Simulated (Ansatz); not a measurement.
# SrHf3, from a guessed structure to a relaxed one, part 2 of 2

Starting from a made-up structure for SrHf3, the aim is the relaxed cell, its shortest contacts and, where a second run follows, its electronic structure.

Ansatz 0.2.0; DFT, PBE, plane-wave PAW, files of the set soft_1, scalar-relativistic, no spin, cell and ions relaxed at zero pressure; PAW set soft_1 (the session's first sound run).

So far: The structure; Relaxation of the guess. The relaxed cell has a = 4.724, c = 9.212 Å (conventional setting).

### Step 3. Electronic structure of the relaxed cell

A second self-consistent run takes a narrower smearing and the mesh shown in its input; the bands follow along the standard path of the relaxed lattice.

This step: DFT, PBE, plane-wave PAW, files of the set soft_1, scalar-relativistic, no spin, bands and density of states at the relaxed cell; PAW set soft_1 (Ansatz 0.2.0).

input.yaml

```yaml
crystal:
  lattice:
    - [-2.3620853993, 2.3620853993, 4.6060974519]
    - [2.3620853993, -2.3620853993, 4.6060974519]
    - [2.3620853993, 2.3620853993, -4.6060974519]
  atoms:
    - { symbol: Hf, position: [0.5, 0.5, 0.0] }
    - { symbol: Hf, position: [0.25, 0.75, 0.5] }
    - { symbol: Hf, position: [0.75, 0.25, 0.5] }
    - { symbol: Sr, position: [0.0, 0.0, 0.0] }
kpoints:
  mp_grid: { grid: [10, 10, 10] }
  band_path:
    path:
      - [[0.0, 0.0, 0.0], [0.0, 0.0, 0.5], [-0.13149067, 0.13149067, 0.5], [-0.31574534, 0.31574534, 0.31574534], [0.0, 0.0, 0.0], [0.5, 0.5, -0.5], [0.31574534, 0.68425466, -0.31574534], [0.0, 0.5, 0.0], [0.25, 0.25, 0.25], [0.5, 0.5, -0.13149067], [0.5, 0.5, -0.5]]
      - [[0.0, 0.0, 0.5], [0.25, 0.25, 0.25]]
    npoints: 7
scf:
  occupations: { method: fermi_dirac, width: 0.03 }
  n_extra_bands: 8
hamiltonian:
  xc: pbe
  pseudopotentials: { kind: paw, azcp: { folder: soft_1 } }
output:
  forces: true
  stress: true
  write_bands: true
  dos: { projected: true }
  write_density: true
  write_potential: true
  elf: true
  volumetric_format: npy
```

The run is started by

```sh
$ ansatz run input.yaml --threads 4 --pin off --max-ram 8192MiB --backend cpu --events-out ev --progress --plain --runs-dir out
```

Numbers of over 12 decimals in the logs are rounded to 6 here.

What it wrote:

```text
[...]
Crystal: 4 atoms, lattice volume = 102.798 Å³
Basis set: ecut = 420 eV, 2055 PW (Γ), exchange–correlation on 80×80×80 points (8 copies of the dense FFT grid, shifted against one another)
Bands: 52, of which v1, the nominal top of the filled ones, is band 44 counted from 1 (43 counted from 0)
Symmetry: 16 space group operations
[...]
k-points: 102 of 1000
[...]
SCF iter   1: F=—  HF=-50709.368143 eV  |F-HF|=—  |Δ(HF+E_count)|=         —  Δρ=3.68e-2  dr2=2.89e0  ethr=3.10e-3  ⟨swp⟩=8.1  Hψ=20845  notcnv=0
[...]
SCF iter  10: F=-50708.482369 eV  HF=-50708.482369 eV  |F-HF|=2.07e-8  |Δ(HF+E_count)|=   5.14e-8  Δρ=6.30e-6  dr2=5.52e-8  ethr=1.00e-12  ⟨swp⟩=6.9  Hψ=70446  notcnv=0
SCF 1 converged in 10 iterations: F = -50708.482369 eV  dr2 = 5.52e-8
  Residual-converged pass: ⟨swp⟩=1.1  Hψ=5840  notcnv=0  max |occ|·‖R‖ = 7.0e-9 eV (tolerance 1.0e-8 eV)  dr2=5.52e-8  dr2_onsite=5.47e-9  max |Δocc| = 2.8e-13
[...]
NSCF: frozen V_eff on 79 k-points
SCF converged after 10 iterations
Free energy (F): -50708.482369 eV
[...]
Internal energy: -50708.470701 eV  (E = F + TS)
E sigma→0 (E₀):  -50708.476535 eV
Entropy (-TS):   -0.011669 eV (-2.917 meV/atom)
Fermi energy:    14.647343 eV
[...]
--- Stress (GPa, compression-positive) ---
       -0.021511      -0.000000       0.000000
       -0.000000      -0.021511       0.000000
        0.000000      -0.000000       0.052099
  P = ⅓ Tr σ = 0.0030 GPa (0.030 kbar)
--- Band table (eV; the first three rows and the last of 102) ---
  k-point 0: bands = [... 40 lower, 13.3427, 13.4409, 14.4970, 14.4970, 14.5574, 14.5574, 16.3492, 16.3492, ... 4 higher]
  k-point 1: bands = [... 40 lower, 13.4625, 13.5842, 14.0137, 14.2480, 14.5790, 14.6728, 16.1724, 16.3200, ... 4 higher]
  k-point 2: bands = [... 40 lower, 13.3550, 13.6458, 13.7951, 13.9898, 14.7421, 14.9904, 15.8264, 16.4925, ... 4 higher]
  k-point 101: bands = [... 40 lower, 12.3457, 13.0914, 13.0914, 13.9517, 14.7959, 15.9076, 16.7140, 16.7140, ... 4 higher]
```

It took 20 s on 4 threads of Arm Neoverse V1, shared host; peak memory 0.74 GiB; 77 s of CPU time.

In the SCF lines HF is the Harris–Foulkes energy and dr2 the Hartree energy of the density residual, in eV; the loop may stop once dr2 is under the threshold and the program's other checks hold. Hψ counts applications of the Hamiltonian.

This step gave:

```yaml
free_energy: -50708.4824 eV
energy_at_zero_smearing: -50708.4765 eV
smearing_term_ts: 0.01167 eV
fermi_energy: 14.65 eV
pressure: 0.003026 GPa
```

bands.tsv at the labelled points (eV, zero at the Fermi level; the bands that come nearest the Fermi level along the path):

```
point  band 41  band 42  band 43  band 44  band 45  band 46  band 47  band 48
    Γ    -1.30    -1.21    -0.15    -0.15    -0.09    -0.09     1.70     1.70
    X    -1.67    -0.29    -0.06     0.09     0.63     0.88     0.98     1.01
    Y    -1.61    -0.57    -0.26    -0.21     0.43     0.51     0.63     1.03
    S    -1.52    -0.98    -0.71    -0.30     0.16     0.59     0.68     0.71
    Γ    -1.30    -1.21    -0.15    -0.15    -0.09    -0.09     1.70     1.70
    Z    -2.30    -1.56    -1.56    -0.70     0.15     1.26     2.07     2.07
   S1    -1.52    -0.98    -0.71    -0.30     0.16     0.59     0.68     0.71
    N    -1.05    -0.94    -0.63    -0.22    -0.12     0.04     0.08     0.64
    P    -1.74    -0.22     0.16     0.16     0.38     0.85     0.85     1.12
   Y1    -1.61    -0.57    -0.26    -0.21     0.43     0.51     0.63     1.03
    Z    -2.30    -1.56    -1.56    -0.70     0.15     1.26     2.07     2.07
    X    -1.67    -0.29    -0.06     0.09     0.63     0.88     0.98     1.01
    P    -1.74    -0.22     0.16     0.16     0.38     0.85     0.85     1.12
```

States per cell as run, both spins, in windows of 1 eV, from dos.tsv (zero at the Fermi level):

```
from  to  total
  -8  -7   0.00
  -7  -6   0.02
  -6  -5   0.35
  -5  -4   0.76
  -4  -3   1.48
  -3  -2   2.52
  -2  -1   3.77
  -1   0   5.02
   0   1   6.39
```

Below -8 eV lie 74.0 more states.

Electrostatic potential energy in the ac plane of the conventional cell at fractional y = 0.000, with atoms of Hf and Sr within 0.2 Å of it. With pseudopotentials it is smooth inside the atoms' cores, unlike the true potential.

Ten even steps from '_' (-42 eV) to '@' (18 eV), each cell a mean:
```
____==%%@@@@@@@@@@@@%%##..__
..--##%%@@@@@@@@@@@@@@%%++::
##%%%%@@@@%%%%%%%%@@@@%%%%##
@@@@@@@@%%##++++**##%%@@@@@@
@@@@@@%%##==------++%%@@@@@@
@@@@@@%%**--++**====##@@@@@@
@@@@@@%%**--==++--==##@@@@@@
@@@@@@@@##++======**%%@@@@@@
%%%%@@@@@@%%######%%@@@@@@%%
++**%%@@@@@@@@@@@@@@@@%%##++
==--++%%@@@@@@@@@@@@%%##==--
**====##@@@@@@@@@@@@%%**--++
++--==##@@@@@@@@@@@@%%**--==
====**%%@@@@@@@@@@@@@@##++==
####%%@@@@@@%%%%%%@@@@@@%%##
@@@@@@@@%%##++++**%%@@@@@@@@
@@@@@@@@##==------++%%@@@@@@
@@@@@@%%**--++**====##@@@@@@
@@@@@@%%**--==++--==##@@@@@@
@@@@@@%%##++======**%%@@@@@@
%%%%@@@@%%%%######%%@@@@@@%%
++**%%%%@@@@@@@@@@@@@@%%##++
__..**%%@@@@@@@@@@@@%%##--__
____--%%@@@@@@@@@@@@%%**____
```
Columns run along a (4.7 Å; values clipped at the 3rd and 97th percentile), rows up along c (9.2 Å), edges of the conventional cell, whose origin can differ from the input's. Atoms in or near the plane, at fractional coordinates: Hf at (0.00, 0.50), Hf at (0.50, 0.25), Hf at (0.50, 0.75), Sr at (0.00, 0.00).

ELF in the ac plane of the conventional cell at fractional y = 0.000, with atoms of Hf and Sr within 0.2 Å of it. It is the smooth field of the valence electrons, not physical close to the nuclei.

Ten even steps from '0' (0.10) to '9' (0.86), each cell a mean:
```
38930367510695
88610244310389
54100111100025
00000244300000
32101688730023
65202899950146
66302799850256
34421467521343
01231122112210
32123322232123
97412566541268
99612578730389
99512577641279
75213444442146
11123211123111
12321244311321
55411588730255
66302899950156
54202799950035
11100477620011
10000022100001
86300122210157
79820356410598
07940377511793
```
Columns run along a (4.7 Å), rows up along c (9.2 Å), edges of the conventional cell, whose origin can differ from the input's. Atoms in or near the plane, at fractional coordinates: Hf at (0.00, 0.50), Hf at (0.50, 0.25), Hf at (0.50, 0.75), Sr at (0.00, 0.00).

Valence density in the ac plane of the conventional cell at fractional y = 0.000, with atoms of Hf and Sr within 0.2 Å of it. It is the smooth field of the valence electrons, not physical close to the nuclei.

Ten steps, logarithmic in the rise over the least value, from '_' (0 e/Å³) to '@' (46 e/Å³), each cell a mean:
```
----::________________..----
--::..__________________::--
....______________________..
__________..::::..__________
________..--**##++::________
________..++@@@@##--________
________..++%%@@##--________
__________::==++--..________
____________......__________
::..____________________..::
##++::________________..--**
@@##--..______________::++@@
@@##--________________..++%%
++--..__________________::==
....______________________..
__________..::::..__________
________..--**##++::________
________..++@@@@##--________
________..++%%@@##--________
__________::==++--..________
____________......__________
::..____________________..::
----::________________..----
----::..______________::----
```
Columns run along a (4.7 Å), rows up along c (9.2 Å), edges of the conventional cell, whose origin can differ from the input's. Atoms in or near the plane, at fractional coordinates: Hf at (0.00, 0.50), Hf at (0.50, 0.25), Hf at (0.50, 0.75), Sr at (0.00, 0.00).

### Step 4. Results

```json
{
 "space group, relaxed": "I4/mmm",
 "conventional cell": "a = 4.724, b = 4.724, c = 9.212 Å; α = 90.0°, β = 90.0°, γ = 90.0°",
 "volume per atom": "25.70 Å³ (guess 27.63)"
}
```

What this shows: SrHf3 relaxes to I4/mmm with a = 4.724, b = 4.724 and c = 9.212 Å. The guessed volume was 7 % too large. The space group I4/mmm was held in the relaxation, so the end point is a stationary structure within it and may be a saddle against distortions or other arrangements. Bands cross the Fermi level, so it is a metal or semimetal at this level. On the 10×10×10 mesh with the narrower smearing (relaxed on 8×8×8) the forces vanish, as symmetry may demand, and the largest stress component is 0.052 GPa, against the relaxation's thresholds of 0.015 eV/Å and 0.05 GPa. The cutoff wasn't tested. Spin-orbit coupling is left out, which can matter for elements this heavy. No dispersion term is used, so weakly bound directions may come out too long. Nothing here tests whether the compound is stable against decomposition.

[Logs are printed without paths, hosts, clocks, repeated set-up lines and the standing remarks that a program may print on its own settings, such as how far it seeks lower states.]

[Hosts, paths, dates, database ids (printed as entryN), source tags and the programs' standing remarks are cut or masked in the printed files.]
